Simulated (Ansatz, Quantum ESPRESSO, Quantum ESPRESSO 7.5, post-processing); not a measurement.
# Cu(111) with five reversed steps (a twin lamella): ballistic transmission

How well does the junction conduct in the ballistic limit? It is: Cu(111) with five reversed steps (a twin lamella).

Calculated with Quantum ESPRESSO 7.5; plane-wave DFT, LDA, GBRV ultrasoft pseudopotentials (cross-check by Ansatz 0.2.0 with PAW datasets).

This is a report of a sequence of runs, with most program output left out.

## (1) The starting structure

The cell holds 19 atoms: 19 Cu. Cell: a = 2.574 Å, b = 2.574 Å, c = 39.930 Å, α = 90.0°, β = 90.0°, γ = 60.0°. It derives from Cu. Regions: left lead, 6 atoms (6 Cu); channel, 7 atoms (7 Cu); right lead, 6 atoms (6 Cu). The structure is stacked along c, and the current runs across the ab planes.

## (2) Ground state

One periodic cell holds a stretch of lead, the junction and more lead; the atoms stay as built.

Contents of scf.in:

```
&control
  prefix = 'scf'
  outdir = './out'
  pseudo_dir = './pseudo'
  calculation = 'scf'
  tprnfor = .true.
/
&system
  ibrav = 0
  nat = 19
  ntyp = 1
  ecutwfc = 40
  ecutrho = 200
  occupations = 'smearing'
  smearing = 'mv'
  degauss = 0.01
/
&electrons
  conv_thr = 1e-07
  mixing_beta = 0.25
  electron_maxstep = 120
  mixing_mode = 'local-TF'
/
ATOMIC_SPECIES
  Cu  63.5460  cu_lda_v1.2.uspp.F.UPF
CELL_PARAMETERS angstrom
  2.57386868351903 0.00000000000000 0.00000000000000
  1.28693434175952 2.22903566593269 0.00000000000000
  0.00000000000000 0.00000000000000 39.92954461715452
ATOMIC_POSITIONS crystal
  Cu  0.000000000000 0.000000000000 0.000000000000
  Cu  0.333333333000 0.333333333000 0.052631578947
  Cu  0.666666667000 0.666666667000 0.105263157895
  Cu  0.000000000000 0.000000000000 0.157894736842
  Cu  0.333333333000 0.333333333000 0.210526315789
  Cu  0.666666667000 0.666666667000 0.263157894737
  Cu  0.333333333000 0.333333333000 0.315789473684
  Cu  0.000000000000 0.000000000000 0.368421052632
  Cu  0.666666667000 0.666666667000 0.421052631579
  Cu  0.333333333000 0.333333333000 0.473684210526
  Cu  0.000000000000 0.000000000000 0.526315789474
  Cu  0.333333333000 0.333333333000 0.578947368421
  Cu  0.666666667000 0.666666667000 0.631578947368
  Cu  0.000000000000 0.000000000000 0.684210526316
  Cu  0.333333333000 0.333333333000 0.736842105263
  Cu  0.666666667000 0.666666667000 0.789473684211
  Cu  0.000000000000 0.000000000000 0.842105263158
  Cu  0.333333333000 0.333333333000 0.894736842105
  Cu  0.666666667000 0.666666667000 0.947368421053
K_POINTS automatic
  11 11 1 0 0 0
```

Started as:

```sh
$ OMP_NUM_THREADS=1 mpirun -n 4 pw.x -nk 4 -in scf.in > scf.out
```

Run time: 4.3 min. Hardware: 4 MPI ranks of Arm Neoverse V2, shared host; peak memory 1.4 GiB.

Read from the output:

- free energy: -104319.4178 eV
- Fermi energy: 15.26 eV

The program's own clock; routines nest. Time by routine:

| routine | wall time (s) | calls |
| --- | --- | --- |
| PWSCF | 255.7 | 1 |
| electrons | 247.3 | 1 |
| c_bands | 228.9 | 14 |
| cegterg | 218.3 | 56 |
| h_psi | 77.21 | 305 |
| fftw | 33.05 | 74226 |
| calbec | 32.92 | 377 |
| vloc_psi | 32.15 | 305 |
| add_vuspsi | 22.17 | 305 |
| s_psi | 22.15 | 305 |
| h_psi:calbec | 21.97 | 305 |
| cdiaghg | 20.18 | 301 |
| sum_band | 16.52 | 14 |
| init_run | 5.37 | 1 |

The run needed 14 iterations to bring the estimated error under 1e-07 Ry; the largest force on any atom, held or free, is 0.02 eV/Å.

## (3) The open system

prefixt takes both regions from one run: the lead from 0 to bdl, the scattering region from bdl to bds (units of alat). ikind = 1 puts the same lead on both sides. The program's T_tot counts both spins in a run without spin; the tables below give T per spin.

Contents of cond.in:

```
&inputcond
  outdir = './out'
  prefixt = 'scf'
  tran_file = 'cond.dat'
  bdl = 2.4494897430
  bds = 15.5134350387
  ikind = 1
  ewind = 4.0
  epsproj = 1e-05
  nz1 = 7
  energy0 = 0.4
  denergy = -0.4
/
14
  0.00000000 0.00000000 0.01000000
  0.00000000 0.10000000 0.06000000
  0.00000000 0.20000000 0.06000000
  0.00000000 0.30000000 0.06000000
  0.00000000 0.40000000 0.06000000
  0.00000000 0.50000000 0.03000000
  0.10000000 0.20000000 0.06000000
  0.10000000 0.30000000 0.12000000
  0.10000000 0.40000000 0.12000000
  0.10000000 0.50000000 0.12000000
  0.20000000 0.40000000 0.06000000
  0.20000000 0.50000000 0.12000000
  0.20000000 0.60000000 0.06000000
  0.30000000 0.60000000 0.06000000
3
```

Started as:

```sh
$ OMP_NUM_THREADS=1 mpirun -n 4 pwcond.x -in cond.in > cond.out
```

It took 48 s on 4 MPI ranks; peak memory 0.27 GiB; 3.2 min of CPU time.

Read from the output:

* lead channels at the Fermi level, one spin: 0.87
* transmission at the Fermi level, one spin: 0.8503
* conductance: 0.8503 G₀

Per spin; mean over the k mesh across the current. The open channels, zone mean by energy, zero at the Fermi level:

| energy (eV) | open channels, zone mean |
| --- | --- |
| -0.400 | 0.75 |
| 0.000 | 0.87 |
| 0.400 | 0.81 |

Per spin; mean over the k mesh across the current. Table of transmission, zone mean by energy, zero at the Fermi level:

| energy (eV) | transmission, zone mean |
| --- | --- |
| -0.400 | 0.726 |
| 0.000 | 0.850 |
| 0.400 | 0.793 |

At 0.000 eV; k in fractions of b1, b2. Transmission by k point:

| k1 | k2 | weight | t | channels |
| --- | --- | --- | --- | --- |
| 0 | 0 | 0.01 | 0 | 0 |
| 0 | 0.1 | 0.06 | 0.9992 | 1 |
| 0 | 0.2 | 0.06 | 1 | 1 |
| 0 | 0.3 | 0.06 | 1 | 1 |
| 0 | 0.4 | 0.06 | 0.999 | 1 |
| 0 | 0.5 | 0.03 | 0.4691 | 1 |
| 0.1 | 0.2 | 0.06 | 1 | 1 |
| 0.1 | 0.3 | 0.12 | 1 | 1 |
| 0.1 | 0.4 | 0.12 | 0.9996 | 1 |
| 0.1 | 0.5 | 0.12 | 0.9957 | 1 |
| 0.2 | 0.4 | 0.06 | 0.998 | 1 |
| 0.2 | 0.5 | 0.12 | 0.9753 | 1 |
| 0.2 | 0.6 | 0.06 | 0 | 0 |
| 0.3 | 0.6 | 0.06 | 0 | 0 |

The program's own clock; routines nest. Time by routine:

| routine | wall time (s) | calls |
| --- | --- | --- |
| PWCOND | 47.04 | 1 |
| scatter_forw | 39.86 | 84 |
| compbs | 2.44 | 42 |
| local | 2.25 | 14 |
| compbs_2 | 2.03 | 42 |
| init | 0.5 | 1 |
| poten | 0.05 | 1 |

At no point does T exceed the number of channels.

## (4) Transmission with pwcond.x, with ewind = 6.0 and epsproj = 1e-07

How much does a setting matter? One run is repeated with a change.

cond.w.in is the input of step 3 with these lines changed:

```diff
@@ -3,3 +3,3 @@
   prefixt = 'scf'
-  tran_file = 'cond.dat'
+  tran_file = 'cond.w.dat'
   bdl = 2.4494897430
@@ -7,4 +7,4 @@
   ikind = 1
-  ewind = 4.0
-  epsproj = 1e-05
+  ewind = 6.0
+  epsproj = 1e-07
   nz1 = 7
```

Started as:

```sh
$ OMP_NUM_THREADS=1 mpirun -n 4 pwcond.x -in cond.w.in > cond.w.out
```

Run time: 47 s. Hardware: 4 MPI ranks; peak memory 0.27 GiB.

Beside the run it was changed from:

| quantity | this run | unchanged run | difference |
| --- | --- | --- | --- |
| transmission at the Fermi level, one spin | 0.8512 | 0.8503 | 8.5e-4 |
| lead channels at the Fermi level, one spin | 0.87 | 0.87 | 0 |
| wall time (s) | 47 | 48 |  |

Over all energies T moves by up to 8.5e-4, at 0 eV.

The physical values in this table move by up to 0.099 %.

## (5) Transmission with pwcond.x, with ikind = 2

One more run, with a changed input.

cond.bad.in is the input of step 3 with these lines changed:

```diff
@@ -3,6 +3,6 @@
   prefixt = 'scf'
-  tran_file = 'cond.dat'
+  tran_file = 'cond.bad.dat'
   bdl = 2.4494897430
   bds = 15.5134350387
-  ikind = 1
+  ikind = 2
   ewind = 4.0
```

Started as:

```sh
$ OMP_NUM_THREADS=1 mpirun -n 4 pwcond.x -in cond.bad.in > cond.bad.out
```

Elapsed: 0.98 s, on 4 MPI ranks; peak memory 0.09 GiB.

The input was rejected at the start.

The program's message: “Error in routine init_orbitals (1): Too big atomic spheres”

The change that led to it: inputcond.ikind = 2.

The message: “init_orbitals (1): Too big atomic spheres”. ikind = 2 asks for a second, right-hand lead, for which no boundary (bdr) or run was given; ikind = 1 fits one lead on both sides.

## (6) Cross-check with Ansatz

A second code with its own PAW datasets, on the same atoms.

Level of this step: plane-wave DFT, LDA, Ansatz PAW (Ansatz 0.2.0).

Contents of input.yaml:

```yaml
crystal:
  lattice:
    - [2.5738686835, 0.0, 0.0]
    - [1.2869343418, 2.2290356659, 0.0]
    - [0.0, 0.0, 39.9295446172]
  atoms:
    - { symbol: Cu, position: [0.0, 0.0, 0.0] }
    - { symbol: Cu, position: [0.333333333, 0.333333333, 0.0526315789] }
    - { symbol: Cu, position: [0.666666667, 0.666666667, 0.1052631579] }
    - { symbol: Cu, position: [0.0, 0.0, 0.1578947368] }
    - { symbol: Cu, position: [0.333333333, 0.333333333, 0.2105263158] }
    - { symbol: Cu, position: [0.666666667, 0.666666667, 0.2631578947] }
    - { symbol: Cu, position: [0.333333333, 0.333333333, 0.3157894737] }
    - { symbol: Cu, position: [0.0, 0.0, 0.3684210526] }
    - { symbol: Cu, position: [0.666666667, 0.666666667, 0.4210526316] }
    - { symbol: Cu, position: [0.333333333, 0.333333333, 0.4736842105] }
    - { symbol: Cu, position: [0.0, 0.0, 0.5263157895] }
    - { symbol: Cu, position: [0.333333333, 0.333333333, 0.5789473684] }
    - { symbol: Cu, position: [0.666666667, 0.666666667, 0.6315789474] }
    - { symbol: Cu, position: [0.0, 0.0, 0.6842105263] }
    - { symbol: Cu, position: [0.333333333, 0.333333333, 0.7368421053] }
    - { symbol: Cu, position: [0.666666667, 0.666666667, 0.7894736842] }
    - { symbol: Cu, position: [0.0, 0.0, 0.8421052632] }
    - { symbol: Cu, position: [0.333333333, 0.333333333, 0.8947368421] }
    - { symbol: Cu, position: [0.666666667, 0.666666667, 0.9473684211] }
kpoints:
  mp_grid: { grid: [11, 11, 1] }
hamiltonian:
  xc: lda
scf:
  occupations: { method: fermi_dirac, width: 0.1 }
  convergence: { dr2_threshold: 1.0e-08 }
output:
  transmission: { leads: [[0, 3]], e_range: [-0.4, 0.4], de: 0.4, kmesh: [10, 10] }
  write_potential: true
  write_density: true
  volumetric_format: npy
```

Started as:

```sh
$ ansatz run input.yaml --threads 4 --pin off --max-ram 8192MiB --backend cpu --events-out ev --progress --plain --runs-dir out
```

Wall time 18 s (4 threads); peak memory 1.5 GiB.

This step gave:

```
free energy                                  : -124557.6567 eV
energy at zero smearing                      : -124557.5615 eV
smearing term TS                             : 0.1904 eV
Fermi energy                                 : 15.93 eV
symmetry operations                          : 12
transmission at the Fermi level, one spin    : 0.8531
step of the lead's Hamiltonian over a period : 1.6 meV
```

Per spin; mean over the k mesh across the current. Transmission, zone mean against energy, zero at the Fermi level:

| energy (eV) | transmission, zone mean |
| --- | --- |
| -0.400 | 0.721 |
| 0.000 | 0.853 |
| 0.400 | 0.794 |

Per spin; mean over the k mesh across the current. Table of open channels, zone mean by energy, zero at the Fermi level:

| energy (eV) | open channels, zone mean |
| --- | --- |
| -0.400 | 0.75 |
| 0.000 | 0.87 |
| 0.400 | 0.81 |

Ansatz finds T = 0.853 against pwcond's 0.850.

## (7) All levels side by side

All levels:

| step | T at the Fermi level (per spin) | conductance (G0) | r.m.s. T(E) from the first | CPU time of the step (s) | peak memory (GiB) |
| --- | --- | --- | --- | --- | --- |
| Ansatz | 0.8531 | - | 0 | 69.68 | 1.459 |
| pwcond | 0.8503 | 0.8503 | 0.003381 | 190 | 0.27 |
| pwcond, changed setting | 0.8512 | 0.8512 | 0.003183 | 188.6 | 0.27 |

Per spin; mean over the k mesh across the current. Transmission, zone mean against energy, zero at the Fermi level:

| energy (eV) | Ansatz | pwcond | pwcond, changed setting |
| --- | --- | --- | --- |
| -0.400 | 0.721 | 0.726 | 0.726 |
| 0.000 | 0.853 | 0.850 | 0.851 |
| 0.400 | 0.794 | 0.793 | 0.793 |

## (8) By hand

The Landauer sum over the mesh, Σ w T = 0.1200 × 1 + 0.1200 × 1 + 0.1200 × 0.996 + … = 0.8503.

G = 0.85 × 77.48 µS = 65.9 µS a cell. Times the area of 5.737 Å², the resistance-area product is A/G = 0.871 fΩ m², the leads' contact resistance included.

Free electrons at 1 an atom (3 atoms in 36.2 Å³) have k_F = 1.349 1/Å and offer A k_F²/4π = 0.83 channels per spin; the lead has 0.87 on this mesh.

## (9) What came out

```json
{
  "conductance from T at the Fermi level, a cell (G₀ = 2e²/h)": "0.850 G₀",
  "conductance per area": "1148 S/μm²",
  "lead channels per spin": "0.87",
  "the same conductance by Ansatz": "0.853 G₀"
}
```

What this shows: The junction conducts 0.850 G₀ a cell at the Fermi level (LDA, GBRV ultrasoft). At the Fermi level the junction passes 98 % of what the leads offer, nearly all. At the Fermi level pwcond and Ansatz differ by 0.32 %, a close match. The mean rests on 14 distinct points, the heaviest weighing 0.12, and the mesh was not tested, so even the second digit is unsure. Over -0.4 to 0.4 eV, T lies between 0.73 and 0.85 per spin. The geometry is as built, not relaxed, and the leads are short.

[Logs are printed without paths, hosts, clocks, repeated set-up lines and the standing remarks that a program may print on its own settings, such as how far it seeks lower states.]

[Hosts, paths, dates, database ids (printed as entryN), source tags and the programs' standing remarks are cut or masked in the printed files.]

[Maps of the electrostatic potential energy from Ansatz leave out the sawtooth potential of an applied field or a dipole correction, so their vacuum need not be flat; planar profiles and work functions include it.]
